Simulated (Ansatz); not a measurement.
**What NaGeF3 (model cell, started as cubic perovskite with Ge in the octahedra) distorts into**

Wanted: the energy along a soft mode of NaGeF3 (model cell, started as cubic perovskite with Ge in the octahedra) and the structure at the end.

Program: Ansatz 0.2.0. Level of theory: DFT PBEsol, scalar-relativistic, plane waves, PAW; PAW set soft_1. Results are calculated unless marked as measured.

The structure was built from a prototype and need not be the compound's stable phase.

### Step 1. The starting structure

The structure is cubic, space group Pm-3m (No. 221). Conventional cell: a = 4.341 Å, b = 4.341 Å, c = 4.341 Å, α = 90.00°, β = 90.00°, γ = 90.00°. Nearest to Na lie 12 F at 3.07 Å. Ge has 6 F at 2.17 Å nearest. Nearest to F lie 2 Ge at 2.17 Å. Farther neighbours and most contacts between anions are not listed.

Structure file:

```cif
data_structure
_symmetry_space_group_name_H-M 'P 1'
_symmetry_Int_Tables_number 1
_cell_length_a 4.3407
_cell_length_b 4.3407
_cell_length_c 4.3407
_cell_angle_alpha 90.000
_cell_angle_beta 90.000
_cell_angle_gamma 90.000
_cell_volume 81.79
loop_
_atom_site_label
_atom_site_type_symbol
_atom_site_fract_x
_atom_site_fract_y
_atom_site_fract_z
_atom_site_occupancy
Na1 Na 0.00000 0.00000 0.00000 1
Ge2 Ge 0.50000 0.50000 0.50000 1
F3 F 0.50000 0.50000 0.00000 1
F4 F 0.50000 0.00000 0.50000 1
F5 F 0.00000 0.50000 0.50000 1
```

### Step 2. Response at finite wavevector

The cell comes from relaxations at this level that are not shown. Stability and thermal properties need the whole zone. Linear response on a 2×2×2 q mesh gives force constants as far as a supercell of that size would, and the tensors from the zone-centre run are typed in so that the long-range dipole term is interpolated apart.

The input, input.yaml:

```yaml
crystal:
  lattice:
    - [4.3407137908, 0.0, 0.0]
    - [0.0, 4.3407137908, 0.0]
    - [0.0, 0.0, 4.3407137908]
  atoms:
    - { symbol: Na, position: [0.0, 0.0, 0.0] }
    - { symbol: Ge, position: [0.5, 0.5, 0.5] }
    - { symbol: F, position: [0.5, 0.5, 0.0] }
    - { symbol: F, position: [0.5, 0.0, 0.5] }
    - { symbol: F, position: [0.0, 0.5, 0.5] }
kpoints:
  mp_grid: { grid: [12, 12, 12] }
hamiltonian:
  xc: pbesol
  pseudopotentials: { kind: paw, azcp: { folder: soft_1 }, xc_functional: pbe }
scf:
  occupations: { method: fixed }
output:
  eigenvalues: true
phonons:
  method: dfpt
  qmesh: [2, 2, 2]
  temperatures: { t_max: 1000, t_step: 50 }
  qpath:
    path:
      - [[0.0, 0.0, 0.0], [0.0, 0.5, 0.0], [0.5, 0.5, 0.0], [0.0, 0.0, 0.0], [0.5, 0.5, 0.5], [0.0, 0.5, 0.0]]
      - [[0.5, 0.5, 0.5], [0.5, 0.5, 0.0]]
    npoints: 10
  non_analytic_term:
    high_frequency_dielectric_tensor: [[3.6621, 0.0, 0.0], [0.0, 3.6621, 0.0], [0.0, 0.0, 3.6621]]
    born_effective_charges:
      - { species: Na, tensor: [[1.2203, 0.0, 0.0], [0.0, 1.2203, 0.0], [0.0, 0.0, 1.2203]] }
      - { species: Ge, tensor: [[3.677, 0.0, 0.0], [0.0, 3.677, 0.0], [0.0, 0.0, 3.677]] }
      - { species: F, tensor: [[-0.4161, 0.0, 0.0], [0.0, -0.4161, 0.0], [0.0, 0.0, -4.0652]] }
      - { species: F, tensor: [[-0.4161, 0.0, 0.0], [0.0, -4.0652, 0.0], [0.0, 0.0, -0.4161]] }
      - { species: F, tensor: [[-4.0652, 0.0, 0.0], [0.0, -0.4161, 0.0], [0.0, 0.0, -0.4161]] }
    source: "zone-centre run at this cell"
```

The run is started by

```sh
$ ansatz run input.yaml --threads 8 --pin off --max-ram 16384MiB --backend cpu --events-out ev --progress --plain --runs-dir out
```

Numbers of over 12 decimals in the logs are rounded to 6 here.

Output:

```text
Engine: ansatz 0.2.0, aarch64-unknown-linux-gnu
Pseudopotentials: kind: paw
Pseudopotential: Na, paw, valence charge 9, recommended cutoff 420 eV (normal), soft_1/Na.paw.azcp
Pseudopotential: Ge, paw, valence charge 14, recommended cutoff 420 eV (normal), soft_1/Ge.paw.azcp
Pseudopotential: F, paw, valence charge 7, recommended cutoff 420 eV (normal), soft_1/F.paw.azcp
Functional definition: PBEsol
  exchange = pbesol_x
  correlation = pbesol_c
Crystal: 5 atoms, lattice volume = 81.787 Å³
Basis set: ecut = 420 eV, 1575 PW (Γ), exchange–correlation on 60×60×60 points (8 copies of the dense FFT grid, shifted against one another)
Bands: 27, of which v1, the nominal top of the filled ones, is band 22 counted from 1 (21 counted from 0)
Symmetry: 48 space group operations
k-points: 84 of 1728
Non-local potential: Na, projectors of the file, l = 0: 3, l = 1: 2, l = 2: 1
Non-local potential: Ge, projectors of the file, l = 0: 2, l = 1: 2, l = 2: 3, l = 3: 1
Non-local potential: F, projectors of the file, l = 0: 2, l = 1: 2, l = 2: 1
PAW form: soft (Blöchl's): semilocal exchange-correlation on the pseudo side does not see the compensation charge
PAW frozen core: Na, regenerated for the run's functional, and the local potential with it (the file was generated under x = pbe(κ = 0.804, μ = 0.219515), c = pbe(β = 0.066725))
PAW frozen core: Ge, regenerated for the run's functional, and the local potential with it (the file was generated under x = pbe(κ = 0.804, μ = 0.219515), c = pbe(β = 0.066725))
PAW frozen core: F, regenerated for the run's functional, and the local potential with it (the file was generated under x = pbe(κ = 0.804, μ = 0.219515), c = pbe(β = 0.066725))
PAW one-centre angular grid: Na, 110 points (default); XC on 64 Gauss nodes
PAW one-centre angular grid: Ge, 590 points (default); XC on 64 Gauss nodes
PAW one-centre angular grid: F, 110 points (default); XC on 64 Gauss nodes
Initial density: superposition of atomic densities (chi_scale 0.1, normalization cell, long waves kept (reshape's long-wave potential 0.03 eV rms))
Initial wavefunctions: pseudopotential atomic-orbital guess
Functional: x = pbesol(κ = 0.804, μ = 0.123457), c = pbesol(β = 0.046)
SCF iter   1: F=—  HF=-8137.935811 eV  |F-HF|=—  |Δ(HF+E_count)|=         —  Δρ=1.54e-1  dr2=1.50e1  ethr=3.10e-3  ⟨swp⟩=4.3  Hψ=7945  notcnv=0  defer=212
preconditioner: auto → Resta (q_TF=auto, 2.460 Å⁻¹)  ε∞=5.7  [insulator: Δε(μ)=0.000 eV  Ē_g=8.448 eV  n_scr=18 (ndim 8)  ℏωp=18.4 eV  f_vac=0.067  ε∞_Penn≈5.7]
SCF iter   2: F=—  HF=-8133.696602 eV  |F-HF|=—  |Δ(HF+E_count)|=    4.24e0  Δρ=5.63e-2  dr2=1.78e0  ethr=3.10e-3  ⟨swp⟩=3.0  Hψ=5326  notcnv=0  defer=226
SCF iter   3: F=—  HF=-8133.202884 eV  |F-HF|=—  |Δ(HF+E_count)|=   4.94e-1  Δρ=2.31e-2  dr2=5.41e-1  ethr=3.10e-3  ⟨swp⟩=2.6  Hψ=4546  notcnv=0  defer=161
SCF iter   4: F=—  HF=-8133.022431 eV  |F-HF|=—  |Δ(HF+E_count)|=   1.80e-1  Δρ=7.77e-3  dr2=7.79e-2  ethr=1.23e-3  ⟨swp⟩=3.1  Hψ=3890  notcnv=0  defer=238
SCF iter   5: F=—  HF=-8132.999231 eV  |F-HF|=—  |Δ(HF+E_count)|=   2.32e-2  Δρ=2.27e-3  dr2=4.85e-3  ethr=1.77e-4  ⟨swp⟩=2.8  Hψ=4244  notcnv=0  defer=244
SCF iter   6: F=—  HF=-8133.000022 eV  |F-HF|=—  |Δ(HF+E_count)|=   7.91e-4  Δρ=8.16e-4  dr2=4.76e-4  ethr=1.10e-5  ⟨swp⟩=2.9  Hψ=4114  notcnv=0  defer=245
SCF iter   7: F=—  HF=-8133.000125 eV  |F-HF|=—  |Δ(HF+E_count)|=   1.04e-4  Δρ=2.40e-4  dr2=4.66e-5  ethr=1.08e-6  ⟨swp⟩=2.0  Hψ=4017  notcnv=0  defer=245
SCF iter   8: F=—  HF=-8133.000179 eV  |F-HF|=—  |Δ(HF+E_count)|=   5.36e-5  Δρ=7.63e-5  dr2=4.23e-6  ethr=1.06e-7  ⟨swp⟩=2.0  Hψ=4087  notcnv=0  defer=204
SCF iter   9: F=—  HF=-8133.000185 eV  |F-HF|=—  |Δ(HF+E_count)|=   6.05e-6  Δρ=1.79e-5  dr2=2.96e-7  ethr=9.62e-9  ⟨swp⟩=2.0  Hψ=3790  notcnv=0  defer=99
SCF iter  10: F=—  HF=-8133.000186 eV  |F-HF|=—  |Δ(HF+E_count)|=   7.36e-7  Δρ=2.87e-6  dr2=7.98e-9  ethr=6.72e-10  ⟨swp⟩=2.9  Hψ=3925  notcnv=0  defer=100
SCF iter  11: F=—  HF=-8133.000186 eV  |F-HF|=—  |Δ(HF+E_count)|=   1.29e-8  Δρ=7.07e-7  dr2=7.14e-10  ethr=1.81e-11  ⟨swp⟩=2.0  Hψ=3872  notcnv=0  defer=100
SCF iter  12: F=—  HF=-8133.000186 eV  |F-HF|=—  |Δ(HF+E_count)|=  6.37e-12  Δρ=4.65e-7  dr2=1.37e-10  ethr=1.62e-12  ⟨swp⟩=2.0  Hψ=3003  notcnv=0  defer=100
SCF iter  13: F=-8133.000186 eV  HF=-8133.000186 eV  |F-HF|=1.46e-11  |Δ(HF+E_count)|=  7.37e-11  Δρ=1.19e-7  dr2=9.99e-12  ethr=1.00e-12  ⟨swp⟩=11.6  Hψ=13933  notcnv=0
SCF 1 converged in 13 iterations: F = -8133.000186 eV  dr2 = 9.99e-12
  greatest PAW one-centre occupation: 0.999 electrons in one spin orbital (limit 2), on the Na atom at site 0 (counted from 0), in its partial waves of l = 0
NSCF: frozen V_eff on 84 k-points
NSCF: frozen V_eff on 343 k-points
DFPT response loops at q = (0, 0, 0) (fractional): preconditioner auto → none (the input reference at scf.mixing.eps_inf says where Resta's filter doesn't serve); β = 0.50; Broyden in place of MSR1
NSCF: frozen V_eff on 686 k-points
DFPT response loops at q = (0, 0, -0.5) (fractional): mixed as the last ones told, above
NSCF: frozen V_eff on 686 k-points
DFPT response loops at q = (0, -0.5, -0.5) (fractional): mixed as the last ones told, above
NSCF: frozen V_eff on 686 k-points
DFPT response loops at q = (-0.5, -0.5, -0.5) (fractional): mixed as the last ones told, above
SCF converged after 13 iterations
Free energy (F): -8133.000186 eV
Harris-Foulkes:  -8133.000186 eV  (|F-HF|=1.46e-11)
Internal energy: -8133.000186 eV  (E = F + TS)
E sigma→0 (E₀):  -8133.000186 eV
Fermi energy:    5.382689 eV
--- Per-component energies (eV) ---
  E_band       = -550.776900
  E_kinetic    = 794.295867
  E_local      = -5761.072422  (includes V_loc(G=0)·N_el)
  E_nonlocal   = 751.830852
  E_hartree    = 2329.113653
  E_xc         = -336.157965
  E_vxc        = -406.720585  (∫ρ·V_xc dr)
  E_paw        = -2838.650722  (= ΣΔE_a)
  E_vpaw       = -587.340239  (= ΣTr[D̂ρ^β])
  E_aug_tail   = 0.002179  (compensation charges beyond the density's cutoff)
  E_ewald      = -3073.461587
  E_core_change = 1.099960  (= ΣΔE_core)
  E_smearing   = -0.000000  (= −TS)
  E_closure    = 0.000000  (closes the sum)
  Σ components = -8133.000186   (vs F -8133.000186, Δ=0.00e0)
--- Band table (eV; the first three rows and the last of 84) ---
  k-point 0: bands = [... 18 lower, -0.1877, -0.1804, -0.1804, -0.1804, 6.6862, 10.8569, 10.8569, 10.8569, ... 1 higher]
  k-point 1: bands = [... 18 lower, -0.1881, -0.1832, -0.1832, -0.0331, 6.7476, 10.6239, 10.8443, 10.8443, ... 1 higher]
  k-point 2: bands = [... 18 lower, -0.2087, -0.1828, -0.1828, 0.4220, 6.9141, 10.1209, 10.8094, 10.8094, ... 1 higher]
  k-point 83: bands = [... 18 lower, 0.2439, 0.2439, 0.2439, 5.3827, 7.1702, 7.1702, 7.1702, 9.2882, ... 1 higher]
--- Phonons (Γ-DFPT): 4 representative perturbations + reference (Σ response iterations 13) ---
  ASR residual: 2.839e-4 → 0.000e0 eV/Å²; symmetrization residual: 4.914e-6 eV/Å²
  ASR residual per site (eV/Å²): 2.84e-4 4.51e-5 4.25e-5 4.25e-5 4.25e-5
  Γ frequencies (cm⁻¹): -237.60 -237.60 -237.60 -112.74 -112.74 -112.74 -56.76 -56.76 -56.76 0.00 0.00 0.00 144.86 144.86 144.86
--- Phonons (arbitrary-q DFPT): 4 irreducible q on the 2×2×2 mesh ---
  q = [0.0000, 0.0000, 0.0000] (star 1, of the zone-centre solve; hermiticity 3.04e-6, symmetrization 6.40e-12): -237.60 -237.60 -237.60 -112.74 -112.74 -112.74 -56.76 -56.76 -56.76 -0.00 0.00 0.00 144.86 144.86 144.86
  q = [0.0000, 0.0000, -0.5000] (star 3, 9 solved perturbations in 2646 linear systems a pass and spin channel, the states on 343 of 1728 k-point pairs; hermiticity 3.61e-7, symmetrization 4.49e-13): -225.92 -225.92 -108.13 -108.13 -54.23 -54.23 -53.80 13.73 80.21 80.21 98.02 112.56 112.56 255.03 395.17
  q = [0.0000, -0.5000, -0.5000] (star 3, 9 solved perturbations in 2646 linear systems a pass and spin channel, the states on 343 of 1728 k-point pairs; hermiticity 3.94e-7, symmetrization 4.06e-13): -213.55 -123.14 -115.98 -115.98 -77.45 12.43 12.43 71.18 71.18 95.13 159.97 245.65 245.65 297.62 408.52
  q = [-0.5000, -0.5000, -0.5000] (star 1, 4 solved perturbations in 931 linear systems a pass and spin channel, the states on 343 of 1728 k-point pairs; hermiticity 5.25e-7, symmetrization 5.26e-12): -123.65 -123.65 -123.65 -111.27 -111.27 -111.27 180.82 180.82 180.82 214.57 214.57 214.57 297.17 297.17 418.35
  sum rule: each row above includes the acoustic sum rule's correction from the zone centre's row sums; it moved no ω² by more than (1.83 cm⁻¹)²
  mesh force constants: q→R imaginary residual 1.05e-17; ASR residual 2.839e-4 → 0.000e0 eV/Å²; symmetrization residual 9.770e-15 eV/Å²
  interpolated dispersion: 63 rows × 15 modes
  density of states and harmonic sums: on the 14×14×14 q-mesh, interpolated from the force constants of a 2×2×2 supercell (with the dipole–dipole term of supplied tensors)
  largest difference from the sums on the solved wave vectors: F 2.44e-1 eV, S 2.72e-4 and C_V 7.25e-5 eV/K
  zero-point energy: 0.087990 eV/cell   skipped modes (ω ≤ 0): 847, of them read as no rigid motion or as one in doubt: 844 (7.078e0 modes/cell left out, lowest -237.60 cm⁻¹)   left out of the sums: 4.72e-1 of the cell's modes: C_V's classical limit lies that fraction below 3 k_B per atom; for a crystal, a wire or a layer, F and S can be off by more, and a phonons.interpolated_qmesh denser along its periods is the remedy for the sampling
```

The job ended after 3.2 min (8 threads of Arm Neoverse V1, shared host; peak memory 1.9 GiB).

Numbers from this step:

| Item | Value |
| --- | --- |
| gap on the k-mesh | 1.303 eV |
| volume per atom | 16.36 Å³ |
| sum-rule residual before enforcement | 2.84e-4 eV/Å² |
| lowest frequency on the path | -237.6 cm⁻¹ |
| point group | m-3m |
| highest frequency on the path or at a solved wavevector | 418.4 cm⁻¹ |
| highest optical mode at the zone centre (no LO-TO term) | 144.9 cm⁻¹ |
| lowest optical zone-centre mode | -237.6 cm⁻¹ |
| lowest mode on the q mesh (acoustic modes at Γ apart) | -237.6 cm⁻¹ |

Frequencies (cm⁻¹) solved at each irreducible wavevector; negative means imaginary. Frequencies by wavevector, by row:

| q in reciprocal lattice units | star | mode 1 | mode 2 | mode 3 | mode 4 | mode 13 | mode 14 | mode 15 |
| --- | --- | --- | --- | --- | --- | --- | --- | --- |
| 0 0 0 | 1 | -237.6 | -237.6 | -237.6 | -112.7 | 144.9 | 144.9 | 144.9 |
| 0 0 -0.5 | 3 | -225.9 | -225.9 | -108.1 | -108.1 | 112.6 | 255 | 395.2 |
| 0 -0.5 -0.5 | 3 | -213.6 | -123.1 | -116 | -116 | 245.7 | 297.6 | 408.5 |
| -0.5 -0.5 -0.5 | 1 | -123.7 | -123.7 | -123.7 | -111.3 | 297.2 | 297.2 | 418.4 |

Interpolated from a 2×2×2 q mesh, rough between the solved points, with the LO-TO term (at Γ the limit along the path; where Γ stands inside the path, tables give the limit on arrival). Phonon branches along the path, in cm⁻¹:

| point | branch 1 | branch 2 | branch 3 | branch 4 | branch 12 | branch 13 | branch 14 | branch 15 |
| --- | --- | --- | --- | --- | --- | --- | --- | --- |
| Γ | -238 | -238 | -167 | -113 | 117 | 145 | 145 | 392 |
| halfway | -232 | -232 | -117 | -110 | 134 | 134 | 186 | 394 |
| X | -226 | -226 | -108 | -108 | 113 | 113 | 255 | 395 |
| halfway | -220 | -119 | -98 | -98 | 184 | 192 | 250 | 395 |
| M | -214 | -123 | -116 | -116 | 246 | 246 | 298 | 408 |
| halfway | -226 | -136 | -104 | -90 | 144 | 179 | 198 | 378 |
| Γ | -238 | -238 | -167 | -113 | 117 | 145 | 145 | 392 |
| halfway | -127 | -127 | -97 | -96 | 181 | 192 | 192 | 366 |
| R | -124 | -124 | -124 | -111 | 215 | 297 | 297 | 418 |
| halfway | -117 | -113 | -111 | -104 | 191 | 205 | 242 | 392 |
| X | -226 | -226 | -108 | -108 | 113 | 113 | 255 | 395 |
| jump to R | -124 | -124 | -124 | -111 | 215 | 297 | 297 | 418 |
| halfway | -123 | -117 | -117 | -99 | 234 | 234 | 297 | 407 |
| M | -214 | -123 | -116 | -116 | 246 | 246 | 298 | 408 |

Symmetry leaves 4 wavevectors to solve. The lowest mode among them, the acoustic zeros apart, lies at Γ and is imaginary, 237.6i cm⁻¹, so the energy falls along it.

### Step 3. The mode frozen in, largest atomic shift 0 Å

The mode followed lies at Γ with frequency 237.6i cm⁻¹ and is 3-fold degenerate, the softest among the wavevectors solved. At small amplitude the distorted cell has space group no. 99 by a symmetry search on the positions. The undistorted cell that holds it gives the zero of energy on the same k mesh.

input.yaml, the sections that differ from step 2:

```yaml
scf:
  occupations: { method: gaussian, width: 0.02 }
output:
  forces: true
  stress: true
  eigenvalues: true
# crystal, kpoints, hamiltonian: as in step 2
# phonons: removed
```

Output:

```text
[...]
Crystal: 5 atoms, lattice volume = 81.787 Å³
Basis set: ecut = 420 eV, 1575 PW (Γ), exchange–correlation on 60×60×60 points (8 copies of the dense FFT grid, shifted against one another)
Bands: 27, of which v1, the nominal top of the filled ones, is band 22 counted from 1 (21 counted from 0)
Symmetry: 48 space group operations
[...]
k-points: 84 of 1728
[...]
--- Band table (eV; the first three rows and the last of 84) ---
  k-point 0: bands = [... 18 lower, -0.1876, -0.1803, -0.1803, -0.1803, 6.6862, 10.8570, 10.8570, 10.8570]
  k-point 1: bands = [... 18 lower, -0.1880, -0.1831, -0.1831, -0.0330, 6.7476, 10.6239, 10.8444, 10.8444]
  k-point 2: bands = [... 18 lower, -0.2087, -0.1827, -0.1827, 0.4220, 6.9141, 10.1210, 10.8095, 10.8095]
  k-point 83: bands = [... 18 lower, 0.2440, 0.2440, 0.2440, 5.3828, 7.1703, 7.1703, 7.1703, 9.2883]
[key lines of the parts left out:]
SCF converged after 10 iterations
Free energy (F): -8133.000186 eV
Fermi energy:    6.034475 eV
P = ⅓ Tr σ = -0.0096 GPa (-0.096 kbar)
```

The job ended after 1.8 s (8 threads; peak memory 0.51 GiB; 13 s of CPU time).

This step gave:

```yaml
pressure: -0.009594 GPa
energy_from_the_undistorted_cell: 0 meV/atom
```

At this level the gap is 1.30 eV on the k-mesh of the self-consistent run, which can miss the band edges.

### Step 4. The mode frozen in, largest atomic shift 0.22 Å

The atoms are moved along the unstable eigenvector, the largest shift by 0.22 Å, with the cell fixed.

input.yaml, the sections that differ from step 3:

```yaml
crystal:
  lattice:
    - [4.3407137908, 0.0, 0.0]
    - [0.0, 4.3407137908, 0.0]
    - [0.0, 0.0, 4.3407137908]
  atoms:
    - { symbol: Na, position: [0.0, -0.0030096712, 0.0] }
    - { symbol: Ge, position: [0.5, 0.5064009157, 0.5] }
    - { symbol: F, position: [0.5, 0.5149272407, 0.0] }
    - { symbol: F, position: [0.5, -0.0506829085, 0.5] }
    - { symbol: F, position: [0.0, 0.5149272407, 0.5] }
# kpoints, hamiltonian, scf, output: as in step 3
```

Output:

```text
[...]
Crystal: 5 atoms, lattice volume = 81.787 Å³
Basis set: ecut = 420 eV, 1575 PW (Γ), exchange–correlation on 60×60×60 points (8 copies of the dense FFT grid, shifted against one another)
Bands: 27, of which v1, the nominal top of the filled ones, is band 22 counted from 1 (21 counted from 0)
Symmetry: 8 space group operations
[...]
k-points: 196 of 1728 (time reversal used)
[...]
--- Band table (eV; the first three rows and the last of 196) ---
  k-point 0: bands = [... 18 lower, -0.1523, -0.1523, -0.1473, 0.0963, 6.7322, 10.9066, 10.9066, 11.0944]
  k-point 1: bands = [... 18 lower, -0.1840, -0.1663, -0.1477, 0.2747, 6.7889, 10.6471, 10.8958, 11.1194]
  k-point 2: bands = [... 18 lower, -0.2146, -0.2051, -0.1513, 0.7051, 6.9420, 10.1415, 10.8654, 11.1178]
  k-point 195: bands = [... 18 lower, 0.1273, 0.1273, 0.2765, 5.0968, 7.2823, 7.2823, 7.9780, 9.2773]
[key lines of the parts left out:]
SCF converged after 11 iterations
Free energy (F): -8133.076473 eV
Fermi energy:    5.914522 eV
P = ⅓ Tr σ = 0.7743 GPa (7.743 kbar)
```

The job ended after 7 s (8 threads; peak memory 0.63 GiB).

This step gave:

| Item | Value |
| --- | --- |
| pressure | 0.7743 GPa |
| gap on the k-mesh | 1.635 eV |
| energy from the undistorted cell | -15.26 meV/atom |

The energy, extrapolated to zero smearing, is -15.26 meV/atom against the undistorted cell.

The run ends at a pressure of 0.77 GPa, with forces up to 0.22 eV/Å.

### Step 5. Energy along the mode, all amplitudes (two of the runs are shown above)

An imaginary frequency means negative curvature, so the energy should fall and then rise again as anharmonic terms take over.

Numbers from this step:

| Property | Result |
| --- | --- |
| depth at the lowest point sampled | 15.26 meV/atom |
| largest atomic shift at that point | 0.22 Å |

Energy from the parent against largest atomic shift:

| largest atomic shift (Å) | energy from the parent (meV/atom) |
| --- | --- |
| 0.000 | 0 |
| 0.040 | -0.772 |
| 0.080 | -2.97 |
| 0.140 | -8.16 |
| 0.220 | -15.3 |
| 0.320 | -13.2 |
| 0.450 | 45.6 |

Displacement at unit largest shift by atom:

| atom | x (Å) | y (Å) | z (Å) | size |
| --- | --- | --- | --- | --- |
| Na1 | 0.00 | -0.06 | 0.00 | 0.06 |
| Ge2 | 0.00 | 0.13 | 0.00 | 0.13 |
| F3 | 0.00 | 0.29 | 0.00 | 0.29 |
| F4 | 0.00 | -1.00 | 0.00 | 1.00 |
| F5 | 0.00 | 0.29 | 0.00 | 0.29 |

The lowest of the steps tried is at 0.22 Å, 15.3 meV/atom below the parent; the bottom of the well need not coincide with a step.

[end of part 1 of 3]

[Logs are printed without paths, hosts, clocks, repeated set-up lines and the standing remarks that a program may print on its own settings, such as how far it seeks lower states.]

[Hosts, paths, dates, database ids (printed as entryN), source tags and the programs' standing remarks are cut or masked in the printed files.]
